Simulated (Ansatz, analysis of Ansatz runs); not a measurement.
# Moving an added hole between Br sites in LuBrO (P4/nmm)

Question: does an added hole stay on the Br atom where it is started in LuBrO (P4/nmm), and if so, how high is the barrier for a hop to another Br site nearby? Model: a cell of 54 host atoms.

Program: Ansatz 0.2.0. Level of theory: plane-wave PAW DFT, PBEsol+U; relaxation of all atoms of a supercell at fixed charge in a uniform background; PAW set soft_1. Results are calculated unless marked as measured.

In doubt: warnings of the run leave room for a lower electronic state (step 3), so energies may not be the lowest and differences between runs may mislead.

## 1. The starting structure

The cell holds 54 atoms: 18 Lu, 18 Br and 18 O. Cell: a = 11.182 Å, b = 11.182 Å, c = 8.542 Å, α = 90.0°, β = 90.0°, γ = 90.0°. It derives from LuBrO (space group P4/nmm). Nearest the centre at fractional (0.500, 0.500, 0.821): Br46 at 1.86 Å, Br28 at 1.86 Å, Lu32 at 2.48 Å, Lu26 at 2.48 Å, O30 at 2.74 Å, Br33 at 3.58 Å, Br27 at 3.58 Å, O47 at 3.80 Å.

Hubbard terms: Br p 8.0 eV. They were chosen, not fitted, to curb self-interaction in the shells named, the trial site's among them. The two sites are Br46 and Br28. The cell's shortest repeat is 8.5 Å.

## 2. The cell without the carrier

The neutral cell is relaxed first, from small random displacements, so that bond lengths and moments with the carrier can be set beside those of a relaxed cell without it.

neutral.relax/input.yaml

```yaml
crystal:
  lattice:
    - [11.18182404, 0.0, 0.0]
    - [0.0, 11.18182404, 0.0]
    - [0.0, 0.0, 8.54164716]
  atoms:
    - { symbol: Lu, position: [0.0, 0.166667, 0.370273] }
    - { symbol: Lu, position: [0.166667, 0.0, 0.629727] }
    - { symbol: Br, position: [0.166667, 0.0, 0.178949] }
    - { symbol: Br, position: [0.0, 0.166667, 0.821051] }
    - { symbol: O, position: [0.0, 0.0, 0.5] }
    - { symbol: O, position: [0.166667, 0.166667, 0.5] }
    - { symbol: Lu, position: [0.0, 0.5, 0.370273] }
    - { symbol: Lu, position: [0.166667, 0.333333, 0.629727] }
    - { symbol: Br, position: [0.166667, 0.333333, 0.178949] }
    - { symbol: Br, position: [0.0, 0.5, 0.821051] }
    - { symbol: O, position: [0.0, 0.333333, 0.5] }
    - { symbol: O, position: [0.166667, 0.5, 0.5] }
    - { symbol: Lu, position: [0.0, 0.833333, 0.370273] }
    - { symbol: Lu, position: [0.166667, 0.666667, 0.629727] }
    - { symbol: Br, position: [0.166667, 0.666667, 0.178949] }
    - { symbol: Br, position: [0.0, 0.833333, 0.821051] }
    - { symbol: O, position: [0.0, 0.666667, 0.5] }
    - { symbol: O, position: [0.166667, 0.833333, 0.5] }
    - { symbol: Lu, position: [0.333333, 0.166667, 0.370273] }
    - { symbol: Lu, position: [0.5, 0.0, 0.629727] }
    - { symbol: Br, position: [0.5, 0.0, 0.178949] }
    - { symbol: Br, position: [0.333333, 0.166667, 0.821051] }
    - { symbol: O, position: [0.333333, 0.0, 0.5] }
    - { symbol: O, position: [0.5, 0.166667, 0.5] }
    - { symbol: Lu, position: [0.333333, 0.5, 0.370273] }
    - { symbol: Lu, position: [0.5, 0.333333, 0.629727] }
    - { symbol: Br, position: [0.5, 0.333333, 0.178949] }
    - { symbol: Br, position: [0.333333, 0.5, 0.821051] }
    - { symbol: O, position: [0.333333, 0.333333, 0.5] }
    - { symbol: O, position: [0.5, 0.5, 0.5] }
    - { symbol: Lu, position: [0.333333, 0.833333, 0.370273] }
    - { symbol: Lu, position: [0.5, 0.666667, 0.629727] }
    - { symbol: Br, position: [0.5, 0.666667, 0.178949] }
    - { symbol: Br, position: [0.333333, 0.833333, 0.821051] }
    - { symbol: O, position: [0.333333, 0.666667, 0.5] }
    - { symbol: O, position: [0.5, 0.833333, 0.5] }
    - { symbol: Lu, position: [0.666667, 0.166667, 0.370273] }
    - { symbol: Lu, position: [0.833333, 0.0, 0.629727] }
    - { symbol: Br, position: [0.833333, 0.0, 0.178949] }
    - { symbol: Br, position: [0.666667, 0.166667, 0.821051] }
    - { symbol: O, position: [0.666667, 0.0, 0.5] }
    - { symbol: O, position: [0.833333, 0.166667, 0.5] }
    - { symbol: Lu, position: [0.666667, 0.5, 0.370273] }
    - { symbol: Lu, position: [0.833333, 0.333333, 0.629727] }
    - { symbol: Br, position: [0.833333, 0.333333, 0.178949] }
    - { symbol: Br, position: [0.666667, 0.5, 0.821051] }
    - { symbol: O, position: [0.666667, 0.333333, 0.5] }
    - { symbol: O, position: [0.833333, 0.5, 0.5] }
    - { symbol: Lu, position: [0.666667, 0.833333, 0.370273] }
    - { symbol: Lu, position: [0.833333, 0.666667, 0.629727] }
    - { symbol: Br, position: [0.833333, 0.666667, 0.178949] }
    - { symbol: Br, position: [0.666667, 0.833333, 0.821051] }
    - { symbol: O, position: [0.666667, 0.666667, 0.5] }
    - { symbol: O, position: [0.833333, 0.833333, 0.5] }
basis:
  ecutwfc: 420
  xc_grid: 2
hamiltonian:
  xc: pbesol
  hubbard:
    sites: [{ species: Br, l: p, u_eff: 8.0 }]
    projectors: ortho-atomic
  pseudopotentials: { kind: paw, azcp: { folder: soft_1 }, xc_functional: pbe }
kpoints:
  mp_grid: { grid: [1, 1, 1] }
scf:
  occupations: { method: fermi_dirac, width: 0.01 }
  max_iter: 120
  lower_state_search: "off"
output:
  forces: true
relax:
  f_tol: 0.02
  max_steps: 70
  random_displacement: { amplitude: 0.04, seed: 2038 }
checkpoint:
  write: "../neutral.relax.run"
  compress: false
  write_wavefunctions: true
  write_every: 100000
```

Run with:

```sh
$ ansatz run input.yaml --threads 8 --pin off --max-ram 17899MiB --backend cpu --events-out ev --progress --plain --runs-dir out
```

Numbers of over 12 decimals in the logs are rounded to 6 here.

The program printed:

```text
[... repeated set-up lines and file paths are left out, and long positions are rounded to six places ...]
Engine: ansatz 0.2.0, aarch64-unknown-linux-gnu
Pseudopotentials: kind: paw
Pseudopotential: Lu, paw, valence charge 25, recommended cutoff 420 eV (normal), soft_1/Lu.paw.azcp
Pseudopotential: Br, paw, valence charge 7, recommended cutoff 420 eV (normal), soft_1/Br.paw.azcp
Pseudopotential: O, paw, valence charge 6, recommended cutoff 420 eV (normal), soft_1/O.paw.azcp
Functional definition: PBEsol
  exchange = pbesol_x
  correlation = pbesol_c
Crystal: 54 atoms, lattice volume = 1067.989 Å³
Basis set: ecut = 420 eV, 20889 PW (Γ), exchange–correlation on 150×150×120 points (8 copies of the dense FFT grid, shifted against one another)
Bands: 411, of which v1, the nominal top of the filled ones, is band 342 counted from 1 (341 counted from 0)
Symmetry: 1 space group operations
k-points: 1
Non-local potential: Lu, projectors of the file, l = 0: 3, l = 1: 2, l = 2: 2, l = 3: 3
Non-local potential: Br, projectors of the file, l = 0: 2, l = 1: 2, l = 2: 2
Non-local potential: O, projectors of the file, l = 0: 2, l = 1: 2, l = 2: 1
PAW form: soft (Blöchl's): semilocal exchange-correlation on the pseudo side does not see the compensation charge
PAW frozen core: Lu, regenerated for the run's functional, and the local potential with it (the file was generated under x = pbe(κ = 0.804, μ = 0.219515), c = pbe(β = 0.066725))
PAW frozen core: Br, regenerated for the run's functional, and the local potential with it (the file was generated under x = pbe(κ = 0.804, μ = 0.219515), c = pbe(β = 0.066725))
[...]
atom  28  Br     0.01092026     0.00620720     0.00624707
  [... 1 atom left out ...]
  atom  30  O     -0.00337915     0.01215771     0.00168455
  [... 1 atom left out ...]
  atom  32  Lu    -0.00058662    -0.00659153    -0.01501103
  atom  33  Br    -0.00525391     0.01068803    -0.00961899
  [... 1 atom left out ...]
  atom  35  O      0.00465599     0.00597046    -0.00545533
  [... 10 atoms left out ...]
  atom  46  Br    -0.00469446     0.00419535     0.00774333
  atom  47  O     -0.00303039    -0.00062983    -0.00159235
  [... 5 atoms left out ...]
  atom  53  O     -0.00904579     0.00536051    -0.00259244
  [... 1 atom left out ...]
  max |Σ_I F_I| component: 1.53e-4 eV/Å
--- Band table (eV) ---
  k-point 0: bands = ["-46.7086", "-46.6985", "-46.6983", "-46.6976", [... 403 left out ...] "14.9859", "15.0310", "15.0325", "15.0341"]
Occupation matrices written to <dir>
--- Relaxed structure (4 steps of the walk, 4 accepted, 0 SCFs on fresh bases) ---
  F+E_penalty+E_count = -322445.03120649 eV   max|allowed force component| = 1.999e-2 eV/Å
  atoms:
    - { symbol: Lu, position: [0.000428, 0.166733, 0.370315] }
    - { symbol: Lu, position: [0.167123, 7.647317759448104e-5, 0.629134] }
    [... 23 atoms left out ...]
    - { symbol: Lu, position: [0.500371, 0.333464, 0.628984] }
    - { symbol: Br, position: [0.500333, 0.333257, 0.176291] }
    - { symbol: Br, position: [0.333186, 0.500006, 0.822796] }
    [... 1 atom left out ...]
    - { symbol: O, position: [0.500372, 0.499996, 0.499612] }
    [... 1 atom left out ...]
    - { symbol: Lu, position: [0.500437, 0.666779, 0.628905] }
    - { symbol: Br, position: [0.500505, 0.666323, 0.176495] }
    [... 1 atom left out ...]
    - { symbol: O, position: [0.333707, 0.666664, 0.499707] }
    [... 10 atoms left out ...]
    - { symbol: Br, position: [0.666868, 0.499902, 0.822668] }
    - { symbol: O, position: [0.667052, 0.333459, 0.499584] }
    [... 5 atoms left out ...]
    - { symbol: O, position: [0.667020, 0.666688, 0.499473] }
    [... 1 atom left out ...]
[key lines of the parts left out:]
SCF converged after 5 iterations
Free energy (F): -322445.031206 eV
Fermi energy:    9.358101 eV
```

It took 32 s on 8 threads of Arm Neoverse V2, shared host; peak memory 1.6 GiB.

The largest displacement from an ideal site is 0.021 Å.

## 3. The hole on the first site

The nearest neighbour or neighbours of the site start displaced and the site's starting moment is changed by the carrier's spin, since a carrier doesn't trap itself in the undistorted lattice.

A.relax/input.yaml

```yaml
crystal:
  lattice:
    - [11.18182404, 0.0, 0.0]
    - [0.0, 11.18182404, 0.0]
    - [0.0, 0.0, 8.54164716]
  atoms:
    - { symbol: Lu, position: [0.000428, 0.166733, 0.370315] }
    - { symbol: Lu, position: [0.167123, 7.6e-05, 0.629134] }
    - { symbol: Br, position: [0.167046, 0.000475, 0.176465] }
    - { symbol: Br, position: [0.000269, 0.166604, 0.823043] }
    - { symbol: O, position: [0.000386, 8.0e-05, 0.499757] }
    - { symbol: O, position: [0.167024, 0.166796, 0.49961] }
    - { symbol: Lu, position: [0.000417, 0.500203, 0.370359] }
    - { symbol: Lu, position: [0.167057, 0.333379, 0.629026] }
    - { symbol: Br, position: [0.167049, 0.333491, 0.176462] }
    - { symbol: Br, position: [-0.000111, 0.499894, 0.822695] }
    - { symbol: O, position: [0.000371, 0.333426, 0.499647] }
    - { symbol: O, position: [0.166985, 0.50001, 0.499663] }
    - { symbol: Lu, position: [0.000367, 0.833414, 0.370396] }
    - { symbol: Lu, position: [0.167119, 0.666742, 0.629173] }
    - { symbol: Br, position: [0.166817, 0.666977, 0.176766] }
    - { symbol: Br, position: [0.000107, 0.833167, 0.822781] }
    - { symbol: O, position: [0.00043, 0.666789, 0.499844] }
    - { symbol: O, position: [0.167068, 0.833478, 0.499764] }
    - { symbol: Lu, position: [0.333756, 0.166708, 0.370205] }
    - { symbol: Lu, position: [0.500424, 0.000106, 0.628932] }
    - { symbol: Br, position: [0.500372, 0.000267, 0.176414] }
    - { symbol: Br, position: [0.333499, 0.166678, 0.822904] }
    - { symbol: O, position: [0.333758, 0.000148, 0.499621] }
    - { symbol: O, position: [0.500444, 0.166805, 0.499496] }
    - { symbol: Lu, position: [0.33372, 0.499977, 0.370304] }
    - { symbol: Lu, position: [0.486956, 0.320049, 0.613414] }
    - { symbol: Br, position: [0.500333, 0.333257, 0.176291] }
    - { symbol: Br, position: [0.333186, 0.500006, 0.822796] }
    - { symbol: O, position: [0.333718, 0.333324, 0.499716] }
    - { symbol: O, position: [0.487852, 0.499996, 0.475378] }
    - { symbol: Lu, position: [0.333689, 0.833326, 0.370265] }
    - { symbol: Lu, position: [0.487022, 0.680193, 0.613334] }
    - { symbol: Br, position: [0.500505, 0.666323, 0.176495] }
    - { symbol: Br, position: [0.333649, 0.833699, 0.822451] }
    - { symbol: O, position: [0.333707, 0.666664, 0.499707] }
    - { symbol: O, position: [0.500359, 0.833455, 0.499407] }
    - { symbol: Lu, position: [0.667036, 0.166802, 0.370177] }
    - { symbol: Lu, position: [0.833593, 9.9e-05, 0.628933] }
    - { symbol: Br, position: [0.833769, 0.000448, 0.176599] }
    - { symbol: Br, position: [0.667148, 0.166512, 0.82275] }
    - { symbol: O, position: [0.66702, 5.0e-05, 0.499504] }
    - { symbol: O, position: [0.833594, 0.166768, 0.49938] }
    - { symbol: Lu, position: [0.667012, 0.500017, 0.37012] }
    - { symbol: Lu, position: [0.847193, 0.319976, 0.613337] }
    - { symbol: Br, position: [0.833994, 0.333342, 0.176172] }
    - { symbol: Br, position: [0.666868, 0.499902, 0.822668], spin: 1.0 }
    - { symbol: O, position: [0.667052, 0.320938, 0.47535] }
    - { symbol: O, position: [0.846231, 0.500093, 0.475286] }
    - { symbol: Lu, position: [0.667, 0.833392, 0.370036] }
    - { symbol: Lu, position: [0.847034, 0.680156, 0.613406] }
    - { symbol: Br, position: [0.834077, 0.666966, 0.176633] }
    - { symbol: Br, position: [0.667193, 0.833207, 0.822429] }
    - { symbol: O, position: [0.66702, 0.679208, 0.475239] }
    - { symbol: O, position: [0.83365, 0.833374, 0.499553] }
total_charge: 1
basis:
  ecutwfc: 420
  xc_grid: 2
hamiltonian:
  xc: pbesol
  hubbard:
    sites: [{ species: Br, l: p, u_eff: 8.0 }]
    projectors: ortho-atomic
  pseudopotentials: { kind: paw, azcp: { folder: soft_1 }, xc_functional: pbe }
kpoints:
  mp_grid: { grid: [1, 1, 1] }
magnetization:
  spin_polarized: true
  initial_magnetization: 1
  spin_locking: { lock_magnetization: hard }
scf:
  occupations: { method: fermi_dirac, width: 0.01 }
  max_iter: 120
  lower_state_search: "off"
output:
  forces: true
relax:
  f_tol: 0.015
  max_steps: 70
  escape_saddle: false
checkpoint:
  write: "../A.relax.run"
  compress: false
  write_wavefunctions: true
  write_every: 100000
```

The program printed:

```text
[...]
Crystal: 54 atoms, lattice volume = 1067.989 Å³
Basis set: ecut = 420 eV, 20889 PW (Γ), exchange–correlation on 150×150×120 points (8 copies of the dense FFT grid, shifted against one another)
Bands: 411, of which v1, the nominal top of the filled ones, is band 342 counted from 1 (341 counted from 0)
Symmetry: 1 space group operations
[...]
k-points: 1
[...]
Starting moments: Σ|m| = 1 μB on 1 of 54 sites
[...]
SCF iter   1: F=—  HF=-322481.655129 eV  |F-HF|=—  |Δ(HF+E_count)|=         —  Δρ=3.96e-2 (↑3.95e-2 ↓3.96e-2)  dr2=1.16e2  dr2_m=1.99e-2  M=1.000 μB ∫|m|=1.364 μB  β_m=0.30  ethr=3.10e-3  ⟨swp⟩=6.0  Hψ=3573  notcnv=0  defer=53
[...]
spin=Collinear: Kerker preconditioning applied to the charge; magnetization (m = ρ↑ − ρ↓) channel mixes plain (no charge-response kernel on spin).
SCF iter   2: F=—  HF=-322467.764184 eV  |F-HF|=—  |Δ(HF+E_count)|=    1.39e1  Δρ=2.68e-2 (↑2.64e-2 ↓2.68e-2)  dr2=7.09e1  dr2_m=5.08e-2  M=1.000 μB ∫|m|=1.312 μB  β_m=0.52  ethr=3.10e-3  ⟨swp⟩=4.0  Hψ=1622  notcnv=0  defer=126
[...]
SCF iter  46: F=-322448.389699 eV  HF=-322448.389698 eV  |F-HF|=1.03e-6  |Δ(HF+E_count)|=   6.57e-5  Δρ=6.99e-6 (↑2.61e-6 ↓6.99e-6)  dr2=6.25e-7  dr2_m=1.09e-7  M=1.000 μB ∫|m|=1.087 μB  ethr=4.22e-11  ⟨swp⟩=3.0  Hψ=5307  notcnv=0
The SCF converged. Along the directions that its mixing steps explored, a Ritz value of the dielectric operator 1 − χ₀K read negative at each of the last 4 readings (its real part and the size of its imaginary part sum to between -2.5 and -0.0057).
SCF 1 converged in 46 iterations: F = -322448.389699 eV  dr2 = 6.25e-7
[...]
relax step   1: F+E_penalty+E_count = -322448.38969930 eV  Δ(F+E_penalty+E_count) = +0.000e0 eV  max|allowed force component| = 3.469e0 eV/Å  Δτ_max = 0.0000 Å  (46 SCF iters, dr2 threshold 5.63e-6 eV, accepted)
[...]
relax step   2: F+E_penalty+E_count = -322451.20057882 eV  Δ(F+E_penalty+E_count) = -2.811e0 eV  max|allowed force component| = 1.211e0 eV/Å  Δτ_max = 0.1950 Å  (22 SCF iters, accepted)
relax step   3: F+E_penalty+E_count = -322451.94954535 eV  Δ(F+E_penalty+E_count) = -7.490e-1 eV  max|allowed force component| = 5.445e-1 eV/Å  Δτ_max = 0.1952 Å  (35 SCF iters, accepted)
relax step   4: F+E_penalty+E_count = -322452.08093829 eV  Δ(F+E_penalty+E_count) = -1.314e-1 eV  max|allowed force component| = 3.483e-1 eV/Å  Δτ_max = 0.2000 Å  (41 SCF iters, accepted)
relax step   5: F+E_penalty+E_count = -322452.16797696 eV  Δ(F+E_penalty+E_count) = -8.704e-2 eV  max|allowed force component| = 1.028e-1 eV/Å  Δτ_max = 0.1118 Å  (27 SCF iters, accepted)
relax step   6: F+E_penalty+E_count = -322452.17700321 eV  Δ(F+E_penalty+E_count) = -9.026e-3 eV  max|allowed force component| = 4.484e-2 eV/Å  Δτ_max = 0.0218 Å  (10 SCF iters, accepted)
SCF iter   1: F=—  HF=-322452.179841 eV  |F-HF|=—  |Δ(HF+E_count)|=         —  Δρ=1.90e-4 (↑1.80e-4 ↓1.90e-4)  dr2=1.25e-3  dr2_m=1.08e-5  M=1.000 μB ∫|m|=1.074 μB  β_m=0.30  ethr=9.04e-7  ⟨swp⟩=7.0  Hψ=2156  notcnv=0  defer=129
[...]
SCF iter  20: F=-322452.177907 eV  HF=-322452.177907 eV  |F-HF|=2.91e-10  |Δ(HF+E_count)|=   4.22e-8  Δρ=2.87e-7 (↑1.87e-7 ↓2.87e-7)  dr2=1.64e-9  dr2_m=1.15e-10  M=1.000 μB ∫|m|=1.074 μB  ethr=2.21e-12  ⟨swp⟩=3.0  Hψ=3766  notcnv=0
SCF 7 converged in 20 iterations: F = -322452.177907 eV  dr2 = 1.64e-9
relax step   7: F+E_penalty+E_count = -322452.17790675 eV  Δ(F+E_penalty+E_count) = -9.035e-4 eV  max|allowed force component| = 1.198e-2 eV/Å  Δτ_max = 0.0047 Å  (20 SCF iters, accepted)
NSCF: frozen V_eff on 1 k-points
[...]
SCF converged after 20 iterations
Stability checked in part: among states of this total moment the steps that led to this state did not find it unstable. No probe was made; neither looks for a lower state of another moment (fixed_total_moment; see scf.lower_state_search)
Magnetization: 1.0000 μB (342.0000 up, 341.0000 down)
Absolute magnetization: 1.0606 μB (∫|ρ↑−ρ↓|, with the PAW one-centre terms)
[...]
Per-site moments (μB) at R_I (Å): [(1.7901718998967914e-5, 0.892500), (-2.7110242758170467e-6, 0.892873), (1.19203226491442e-5, 1.274119), [... 51 left out ...]
Free energy (F): -322452.177907 eV
[...]
Internal energy: -322452.177907 eV  (E = F + TS)
E sigma→0 (E₀):  -322452.177907 eV
Fermi energy:    8.411477 (↑ 9.316884, ↓ 8.408091) eV
[...]
--- Forces (eV/Å), atoms counted from 1 ---
  atom   1  Lu    -0.00019205     0.00650461    -0.00196954
  atom   2  Lu     0.00007631     0.00014665     0.00030614
  [... 23 atoms left out ...]
  atom  26  Lu    -0.00670065    -0.00780813    -0.00808393
  atom  27  Br     0.00274755     0.00173043    -0.00256583
  atom  28  Br    -0.00538625    -0.00405455     0.00137270
  atom  29  O      0.00309758    -0.00347138    -0.00380808
  atom  30  O     -0.00356880    -0.00028339     0.00139516
  [... 1 atom left out ...]
  atom  32  Lu     0.00020135     0.00122949     0.00371067
  atom  33  Br    -0.00022604     0.00117857     0.00198767
  [... 1 atom left out ...]
  atom  35  O      0.00001473     0.00320898     0.00146976
  [... 10 atoms left out ...]
  atom  46  Br     0.00036767     0.00003128     0.01197581
  atom  47  O     -0.00053810    -0.00383938     0.00196786
  [... 7 atoms left out ...]
  max |Σ_I F_I| component: 3.06e-5 eV/Å
--- Band table (eV) ---
[...]
Occupation matrices written to <dir>
--- Relaxed structure (7 steps of the walk, 7 accepted, 0 SCFs on fresh bases) ---
  F+E_penalty+E_count = -322452.17790675 eV   max|allowed force component| = 1.198e-2 eV/Å
  atoms:
    - { symbol: Lu, position: [0.001689, 0.165294, 0.360526] }
    - { symbol: Lu, position: [0.167034, 7.460813516148792e-5, 0.622554] }
    [... 23 atoms left out ...]
    - { symbol: Lu, position: [0.496211, 0.328064, 0.622157] }
    - { symbol: Br, position: [0.500319, 0.333999, 0.176741] }
    - { symbol: Br, position: [0.349157, 0.500750, 0.823540] }
    - { symbol: O, position: [0.332389, 0.332185, 0.493701] }
    - { symbol: O, position: [0.500679, 0.500079, 0.503921] }
    [... 1 atom left out ...]
    - { symbol: Lu, position: [0.495935, 0.672371, 0.621283] }
    - { symbol: Br, position: [0.500829, 0.665715, 0.176084] }
    [... 1 atom left out ...]
    - { symbol: O, position: [0.332313, 0.668048, 0.492825] }
    [... 10 atoms left out ...]
    - { symbol: Br, position: [0.666913, 0.500064, 0.903207] }
    - { symbol: O, position: [0.667037, 0.333172, 0.502702] }
    [... 7 atoms left out ...]
```

It took 6.1 min on 8 threads; peak memory 2.6 GiB.

Relaxation path:

```
step  energy less that of the first step (eV)  largest force component (eV/Å)
   1                                   0.0000                          3.4689
   2                                  -2.8109                          1.2108
   3                                  -3.5598                          0.5445
   4                                  -3.6912                          0.3483
   5                                  -3.7783                          0.1028
   6                                  -3.7873                          0.0448
   7                                  -3.7882                          0.0120
```

The atoms that moved most (Å):

```
atom      dx      dy     dz  length
Br46   0.000   0.002  0.688   0.688
 O48  -0.144   0.000  0.244   0.283
 O30   0.143   0.001  0.244   0.283
 O53   0.000  -0.137  0.234   0.271
 O47   0.000   0.137  0.234   0.271
Br28   0.179   0.008  0.006   0.179
Br10  -0.170  -0.005  0.008   0.171
Lu26   0.103   0.090  0.075   0.156
```

The moves above count from the input, in which the site's nearest neighbours were already displaced; the distances below compare with the cell without the carrier.

Distances from Br46 without and with the hole:

```
atom  without (Å)  with (Å)
Lu26         3.11      3.62
Lu32         3.11      3.63
Lu44         3.11      3.63
Lu50         3.11      3.62
 O47         3.33      3.90
 O30         3.33      3.88
 O53         3.33      3.90
 O48         3.33      3.89
Br33         4.01      3.51
Br45         4.01      3.51
```

The largest changes of the moments are 0.87 μB on Br46, 0.01 μB on Br10 and 0.01 μB on Br28. The largest part sits on the chosen site.

[end of part 1 of 2]

[Logs are printed without paths, hosts, clocks, repeated set-up lines and the standing remarks that a program may print on its own settings, such as how far it seeks lower states.]

[Hosts, paths, dates, database ids (printed as entryN), source tags and the programs' standing remarks are cut or masked in the printed files.]
